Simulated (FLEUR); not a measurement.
## How the volume moves the moments of NiO

Wanted: the trend of the moments of NiO with the volume.

Main program and level: FLEUR MaX-R8.1; LDA (VWN) with U = 6 eV on Ni d; all-electron FLAPW, Dirac cores, scalar-relativistic bands.

### Step 1. The starting structure

It takes space group Fm-3m (No. 225, cubic). Conventional cell: a = 4.172 Å, b = 4.172 Å, c = 4.172 Å, α = 90.00°, β = 90.00°, γ = 90.00°. Nearest to Ni lie 6 O at 2.09 Å. Nearest to O lie 6 Ni at 2.09 Å. Farther neighbours and most contacts between anions are not listed.

Structure file:

```cif
data_structure
_symmetry_space_group_name_H-M 'Fm-3m'
_symmetry_Int_Tables_number 225
_cell_length_a 4.1718
_cell_length_b 4.1718
_cell_length_c 4.1718
_cell_angle_alpha 90.000
_cell_angle_beta 90.000
_cell_angle_gamma 90.000
_cell_volume 72.61
loop_
_atom_site_label
_atom_site_type_symbol
_atom_site_symmetry_multiplicity
_atom_site_Wyckoff_symbol
_atom_site_fract_x
_atom_site_fract_y
_atom_site_fract_z
_atom_site_occupancy
Ni1 Ni 4 a 0.00000 0.00000 0.00000 1
O1 O 4 b 0.50000 0.00000 0.00000 1
```

### Step 2. Factor 1, start ferro +

The scan starts at the cell as given. A Hubbard U acts on the open shell, since semilocal functionals spread its electrons too much.

All lengths change alike; the factor is that of the volume. Atoms keep their fractional places. Spheres, Kmax and the mesh are the same at all points, the spheres being those of the tightest cell. inpgen writes inp.xml from crystal.txt; cutoffs, mixing, functional, smearing and local orbitals are then set in the file. The k list default-1 (kpts.xml, not shown) is a Γ-centred 8×8×8 mesh; where the ranks do not divide the number of points, some are split in two of half the weight.

File inp.xml:

```
<?xml version="1.0" encoding="UTF-8" standalone="no"?>
<fleurInput fleurInputVersion="0.39">
   <comment>
      NiO
   </comment>
   <calculationSetup>
      <cutoffs Kmax="4.4" Gmax="13.2" GmaxXC="13.2" numbands="0"/>
      <scfLoop itmax="110" minDistance="0.0001" maxIterBroyd="15" imix="Anderson" alpha="0.05" precondParam="0.0" spinf="2.0" sdNocoIR="T"/>
      <coreElectrons ctail="T" frcor="F" kcrel="0" coretail_lmax="0"/>
      <xcFunctional name="vwn" relativisticCorrections="F"/>
      <magnetism jspins="2"/>
      <soc l_soc="F" theta="0.0" phi="0.0" spav="F"/>
      <expertModes spex="0" secvar="F"/>
      <geometryOptimization l_f="F" forcealpha="1.0" forcemix="BFGS" epsdisp="0.00001" epsforce="0.00001"/>
      <ldaU l_linMix="F" mixParam="0.05" spinf="1.0"/>
   </calculationSetup>
   <cell>
      <bzIntegration valenceElectrons="24.0" mode="hist" fermiSmearingEnergy="0.00183747">
         <kPointListSelection listName="default-1"/>
         <xi:include xmlns:xi="http://www.w3.org/2001/XInclude" href="kpts.xml"> </xi:include>
      </bzIntegration>
      <xi:include xmlns:xi="http://www.w3.org/2001/XInclude" href="sym.xml"> </xi:include>
      <bulkLattice scale="1.0">
         <bravaisMatrix>
            <row-1>    0.0000000000000000     3.9417828250996005     3.9417828250996005</row-1>
            <row-2>    3.9417828250996005     0.0000000000000000     3.9417828250996005</row-2>
            <row-3>    3.9417828250996005     3.9417828250996005     0.0000000000000000</row-3>
         </bravaisMatrix>
      </bulkLattice>
   </cell>
   <atomSpecies>
      <species name="Nickel (Ni2.000" element="Ni" atomicNumber="28">
         <mtSphere radius="2.35" gridPoints="777" logIncrement="0.016"/>
         <atomicCutoffs lmax="8" lnonsphr="6"/>
         <electronConfig flipSpins="F">
            <coreConfig>(1s1/2) (2s1/2) (2p1/2) (2p3/2)</coreConfig>
            <valenceConfig>(3s1/2) (3p1/2) (3p3/2) (4s1/2) (3d3/2) (3d5/2)</valenceConfig>
            <stateOccupation state="(3d3/2)" spinUp="2.0" spinDown="1.2"/>
            <stateOccupation state="(3d5/2)" spinUp="3.0" spinDown="1.8"/>
         </electronConfig>
         <energyParameters s="4" p="4" d="3" f="4"/>
         <ldaU l="2" U="6.0" J="0.0" l_amf="F"/>
         <lo type="SCLO" l="0" n="3" eDeriv="0"/>
         <lo type="SCLO" l="1" n="3" eDeriv="0"/>
      </species>
      <species name="Oxygen (O)" element="O" atomicNumber="8">
         <mtSphere radius="1.33" gridPoints="441" logIncrement="0.024"/>
         <atomicCutoffs lmax="6" lnonsphr="4"/>
         <electronConfig flipSpins="F">
            <coreConfig>(1s1/2)</coreConfig>
            <valenceConfig>(2s1/2) (2p1/2) (2p3/2)</valenceConfig>
            <stateOccupation state="(2p1/2)" spinUp="0.666667" spinDown="0.666667"/>
            <stateOccupation state="(2p3/2)" spinUp="1.333333" spinDown="1.333333"/>
         </electronConfig>
         <energyParameters s="2" p="2" d="3" f="4"/>
      </species>
   </atomSpecies>
   <atomGroups>
      <atomGroup species="Nickel (Ni2.000">
         <relPos label="                   1">.0000000000 .0000000000 .0000000000</relPos>
         <force calculate="T" relaxXYZ="TTT"/>
      </atomGroup>
      <atomGroup species="Oxygen (O)">
         <relPos label="                   2">1.000/2.000 1.000/2.000 1.000/2.000</relPos>
         <force calculate="T" relaxXYZ="TTT"/>
      </atomGroup>
   </atomGroups>
   <output dos="F" band="F" slice="F">
      <bandDOS minEnergy="-.5*Htr" maxEnergy="0.5*Htr" sigma="0.015" storeEVData="T"/>
      <plotting iplot="0" polar="F">
         <plot TwoD="T" vec1="  1.0  0.0  0.0" vec2="  0.0  1.0  0.0" vec3="  0.0  0.0  1.0" zero="  0.0  0.0  0.0" file="plot"/>
      </plotting>
      <moessbauerParams electricFieldGradient="F" isomerShift="F" coreHyperfine="F" valenceHyperfine="F"/>
   </output>
</fleurInput>
```

File crystal.txt:

```
NiO
&input film=F cartesian=F /
0.00000000000  2.08590164140  2.08590164140
2.08590164140  0.00000000000  2.08590164140
2.08590164140  2.08590164140  0.00000000000
1.8897261246
1.0 1.0 1.0

2
28 0.00000000000  0.00000000000  0.00000000000 : 2.000
8 0.50000000000  0.50000000000  0.50000000000

&kpt div1=8 div2=8 div3=8 gamma=T /
```

Run with:

```console
$ OMP_NUM_THREADS=1 inpgen -f crystal.txt > inpgen.log  # inp.xml is then edited as shown
$ OMP_NUM_THREADS=1 mpirun -n 4 fleur_MPI > fleur.log
```

The log of the run:

```text
Welcome to FLEUR        (www.flapw.de)
      MaX-Release 8.1          (www.max-centre.eu)

 ========== k-point set info ==========
 Selected k-point list: default-1
 k-point list type: mesh
 0 x 0 x 0
 Number of k points: 32

 ------------Calculation Setup---------------------------
 Number of MPI-tasks      :            4
 Number of PE/node        :            4
 Number of OMP-threads    :            1
 k-points in parallel     :            4
 pe's per k-point         :            1
 No of k-point loops      :            8
 Eigenvalue solver        :       lapack
 Number of basis functions:          202
 Approximate size of matrices (H+S) per k-point:         0.001 GB
 --------------------------------------------------------
 no density matrix found ... skipping LDA+U
 Reset of history
 Iteration:     1   Distance:      28.42412915 me/bohr^3
 Iteration:     2   Distance:      37.92332855 me/bohr^3
 Iteration:     3   Distance:      35.83509203 me/bohr^3
 Iteration:     4   Distance:      18.66822410 me/bohr^3
 Iteration:     5   Distance:       9.94390121 me/bohr^3
 Iteration:     6   Distance:       8.36948452 me/bohr^3
 Iteration:     7   Distance:       1.34011827 me/bohr^3
 Iteration:     8   Distance:       0.99410535 me/bohr^3
 Iteration:     9   Distance:       0.16755126 me/bohr^3
 Iteration:    10   Distance:       0.23781261 me/bohr^3
 Iteration:    11   Distance:       0.04385372 me/bohr^3
 Iteration:    12   Distance:       0.04164801 me/bohr^3
 Iteration:    13   Distance:       0.01489150 me/bohr^3
 Iteration:    14   Distance:       0.00190889 me/bohr^3
 Iteration:    15   Distance:       0.00112049 me/bohr^3
 Iteration:    16   Distance:       0.00011073 me/bohr^3
 Iteration:    17   Distance:       0.00009047 me/bohr^3

 ********************************************************************
 Run finished successfully
 Stop message:
   all done
 ********************************************************************

--- out.xml (last complete iteration) ---
<iteration numberForCurrentRun="   17" overallNumber="   17">
         [... left out ...]
         <bandgap value="1.7636572763" units="eV"/>
         <sumValenceSingleParticleEnergies value="-18.0662194934" units="Htr"/>
         <FermiEnergy value="0.2773664358" units="Htr"/>
         <valenceDensity>
            <mtCharges spin="1">
               <mtCharge atomType="1" total="9.3912037" s="1.1765047" p="3.2098966" d="4.9496697" f="0.0402788"/>
               <mtCharge atomType="2" total="2.1968640" s="0.6589003" p="1.5347452" d="0.0028311" f="0.0003294"/>
            </mtCharges>
            <mtCharges spin="2">
               <mtCharge atomType="1" total="7.6346748" s="1.1649249" p="3.1960093" d="3.2230437" f="0.0375974"/>
               <mtCharge atomType="2" total="2.0014989" s="0.6362143" p="1.3634124" d="0.0015905" f="0.0002387"/>
            </mtCharges>
            <spinDependentCharge spin="1" total="13.0000000" interstitial="1.4119323" mtSpheres="11.5880677"/>
            <spinDependentCharge spin="2" total="11.0000000" interstitial="1.3638263" mtSpheres="9.6361737"/>
            <totalCharge value="24.0000000000"/>
         </valenceDensity>
         [... left out ...]
         <magneticMomentsInMTSpheres units="muBohr">
            <globalMagMoment atomType="1" vec="0.00000   0.00000   1.75653"/>
            <localMagMoment atomType="1" vec="0.00000   0.00000   1.75653"/>
            <globalMagMoment atomType="2" vec="0.00000   0.00000   0.19537"/>
            <localMagMoment atomType="2" vec="0.00000   0.00000   0.19537"/>
         </magneticMomentsInMTSpheres>
         [... left out ...]
         <totalEnergy value="    -1593.1033127281" units="Htr">
            <sumOfEigenvalues value="     -908.7495608840">
               <coreElectrons value="-890.6833413906"/>
               <valenceElectrons value="-18.0662194934"/>
            </sumOfEigenvalues>
            <densityCoulombPotentialIntegral value="-2432.6409329229"/>
            <densityEffectivePotentialIntegral value="-2524.2225366877"/>
            <chargeDenXCDenIntegral value="-69.2107662571"/>
            <FockExchangeEnergyValence value="0.0000000000"/>
            <FockExchangeEnergyCore value="0.0000000000"/>
         [... left out ...]
            <dftUCorrection value="-0.8554066964"/>
            <tkbTimesEntropy value="0.0000000000"/>
            <freeEnergy value="-1593.1033127281"/>
            <extrapolationTo0K value="-1593.1033127281"/>
         </totalEnergy>
         [... left out ...]
         <ldaUDensityMatrixConvergence>
            <distance spin="1" distance="0.000000"/>
            <distance spin="2" distance="0.000001"/>
         </ldaUDensityMatrixConvergence>
         <densityConvergence units="me/bohr^3">
            <chargeDensity spin="1" distance="0.0000640248"/>
            <chargeDensity spin="2" distance="0.0000517253"/>
            <overallChargeDensity distance="0.0000904656"/>
            <spinDensity distance="0.0000732485"/>
         </densityConvergence>
      </iteration>
```

Wall time 6.8 s (4 MPI ranks of Intel Xeon Platinum 8559C (Emerald Rapids), shared host); peak memory 0.2 GiB.

Numbers from this step:

| Item | Value |
| --- | --- |
| free energy | -43350.5496 eV |
| program's band gap on this mesh (in a metal only a level spacing) | 1.764 eV |
| magnetization | 2 μB |
| final state | ferromagnetic |
| largest moment | 1.757 μB |

After 17 cycles the largest moment stands at 1.76 μB.

### Step 3. Factor 1, start antiferro q=(0,1/2,1/2) +-

The k list default-1 (kpts.xml, not shown) is a Γ-centred 8×4×8 mesh.

Edit inp.xml of step 2 so:

```diff
@@ -17,3 +17,3 @@
    <cell>
-      <bzIntegration valenceElectrons="24.0" mode="hist" fermiSmearingEnergy="0.00183747">
+      <bzIntegration valenceElectrons="48.0" mode="hist" fermiSmearingEnergy="0.00183747">
          <kPointListSelection listName="default-1"/>
@@ -25,4 +25,4 @@
             <row-1>    0.0000000000000000     3.9417828250996005     3.9417828250996005</row-1>
-            <row-2>    3.9417828250996005     0.0000000000000000     3.9417828250996005</row-2>
-            <row-3>    3.9417828250996005     3.9417828250996005     0.0000000000000000</row-3>
+            <row-2>    7.8835656501992011     0.0000000000000000     7.8835656501992011</row-2>
+            <row-3>    7.8835656501992011     3.9417828250996005     3.9417828250996005</row-3>
          </bravaisMatrix>
@@ -39,2 +39,16 @@
             <stateOccupation state="(3d5/2)" spinUp="3.0" spinDown="1.8"/>
+         </electronConfig>
+         <energyParameters s="4" p="4" d="3" f="4"/>
+         <ldaU l="2" U="6.0" J="0.0" l_amf="F"/>
+         <lo type="SCLO" l="0" n="3" eDeriv="0"/>
+         <lo type="SCLO" l="1" n="3" eDeriv="0"/>
+      </species>
+      <species name="Nickel (Ni-2.000" element="Ni" atomicNumber="28">
+         <mtSphere radius="2.35" gridPoints="777" logIncrement="0.016"/>
+         <atomicCutoffs lmax="8" lnonsphr="6"/>
+         <electronConfig flipSpins="F">
+            <coreConfig>(1s1/2) (2s1/2) (2p1/2) (2p3/2)</coreConfig>
+            <valenceConfig>(3s1/2) (3p1/2) (3p3/2) (4s1/2) (3d3/2) (3d5/2)</valenceConfig>
+            <stateOccupation state="(3d3/2)" spinUp="1.2" spinDown="2.0"/>
+            <stateOccupation state="(3d5/2)" spinUp="1.8" spinDown="3.0"/>
          </electronConfig>
@@ -62,4 +76,12 @@
       </atomGroup>
+      <atomGroup species="Nickel (Ni-2.000">
+         <relPos label="                   2">.0000000000 1.000/2.000 .0000000000</relPos>
+         <force calculate="T" relaxXYZ="TTT"/>
+      </atomGroup>
       <atomGroup species="Oxygen (O)">
-         <relPos label="                   2">1.000/2.000 1.000/2.000 1.000/2.000</relPos>
+         <relPos label="                   3">1.000/2.000 .0000000000 1.000/2.000</relPos>
+         <force calculate="T" relaxXYZ="TTT"/>
+      </atomGroup>
+      <atomGroup species="Oxygen (O)">
+         <relPos label="                   4">1.000/2.000 1.000/2.000 1.000/2.000</relPos>
          <force calculate="T" relaxXYZ="TTT"/>
```

File crystal.txt:

```
NiO
&input film=F cartesian=F /
0.00000000000  2.08590164140  2.08590164140
4.17180328280  0.00000000000  4.17180328280
4.17180328280  2.08590164140  2.08590164140
1.8897261246
1.0 1.0 1.0

4
28 0.00000000000  0.00000000000  0.00000000000 : 2.000
28 0.00000000000  0.50000000000  0.00000000000 : -2.000
8 0.50000000000  0.00000000000  0.50000000000
8 0.50000000000  0.50000000000  0.50000000000

&kpt div1=8 div2=4 div3=8 gamma=T /
```

The log of the run:

```text
[banner, memory and clock lines left out]
Welcome to FLEUR        (www.flapw.de)
      MaX-Release 8.1          (www.max-centre.eu)

 ========== k-point set info ==========
 Selected k-point list: default-1
 k-point list type: mesh
 0 x 0 x 0
 Number of k points: 80

 [... set-up left out ...]
 no density matrix found ... skipping LDA+U
 Reset of history
 Iteration:     1   Distance:      31.18612345 me/bohr^3
 Iteration:     2   Distance:      38.21712884 me/bohr^3
 Iteration:     3   Distance:      35.74807381 me/bohr^3
 Iteration:     4   Distance:      18.96628406 me/bohr^3
 Iteration:     5   Distance:      11.28538305 me/bohr^3
 Iteration:     6   Distance:       8.42441892 me/bohr^3
 Iteration:     7   Distance:       1.48205308 me/bohr^3
 Iteration:     8   Distance:       1.01004026 me/bohr^3
[... lines left out ...]
 Iteration:    12   Distance:       0.03822367 me/bohr^3
 Iteration:    13   Distance:       0.00171650 me/bohr^3
 Iteration:    14   Distance:       0.00185909 me/bohr^3
 Iteration:    15   Distance:       0.00020253 me/bohr^3
 Iteration:    16   Distance:       0.00010105 me/bohr^3
 Iteration:    17   Distance:       0.00007991 me/bohr^3

 ********************************************************************
 Run finished successfully
 Stop message:
   all done
 ********************************************************************

--- out.xml (last complete iteration) ---
<iteration numberForCurrentRun="   17" overallNumber="   17">
         [... left out ...]
         <bandgap value="1.8356042575" units="eV"/>
         <sumValenceSingleParticleEnergies value="-36.1637468784" units="Htr"/>
         <FermiEnergy value="0.2827898505" units="Htr"/>
         [... left out ...]
         <magneticMomentsInMTSpheres units="muBohr">
            <globalMagMoment atomType="1" vec="0.00000   0.00000   1.77064"/>
            <globalMagMoment atomType="2" vec="0.00000   0.00000  -1.77064"/>
            <globalMagMoment atomType="3" vec="0.00000   0.00000  -0.06666"/>
            <globalMagMoment atomType="4" vec="0.00000   0.00000   0.06666"/>
         </magneticMomentsInMTSpheres>
         [... left out ...]
         <totalEnergy value="    -3186.2054701280" units="Htr">
            <sumOfEigenvalues value="    -1817.5563157386">
               <coreElectrons value="-1781.3925688602"/>
               <valenceElectrons value="-36.1637468784"/>
            </sumOfEigenvalues>
         [... left out ...]
            <freeEnergy value="-3186.2054701280"/>
            <extrapolationTo0K value="-3186.2054701280"/>
         </totalEnergy>
         [... left out ...]
         <ldaUDensityMatrixConvergence>
            <distance spin="1" distance="0.000002"/>
            <distance spin="2" distance="0.000002"/>
         </ldaUDensityMatrixConvergence>
         <densityConvergence units="me/bohr^3">
            <chargeDensity spin="1" distance="0.0000504554"/>
            <chargeDensity spin="2" distance="0.0000504546"/>
            <overallChargeDensity distance="0.0000799124"/>
            <spinDensity distance="0.0000616184"/>
         </densityConvergence>
      </iteration>
```

Elapsed: 41 s, on 4 MPI ranks; peak memory 0.35 GiB; 2.7 min of CPU time.

Spin moment in the muffin-tin sphere by atom:

| atom | spin moment in the muffin-tin sphere (μB) |
| --- | --- |
| Ni1 | 1.77 |
| Ni2 | -1.77 |
| O3 | -0.07 |
| O4 | 0.07 |

Numbers from this step:

* free energy: -86701.0677 eV
* program's band gap on this mesh (in a metal only a level spacing): 1.836 eV
* magnetization: 0 μB
* final state: antiferromagnetic

After 17 cycles the largest moment stands at 1.77 μB.

(Part 1 of 2 ends here.)

[Logs and program files are shortened in this print: banners, set-up blocks, solver, clock and traceback lines can be left out without a mark of their own.]

[Logs are printed without paths, hosts, clocks, repeated set-up lines and the standing remarks that a program may print on its own settings, such as how far it seeks lower states.]

[Hosts, paths, dates, database ids (printed as entryN), source tags and the programs' standing remarks are cut or masked in the printed files.]

[Where a cell is said to come from a database of computed structures, the database is the Materials Project.]
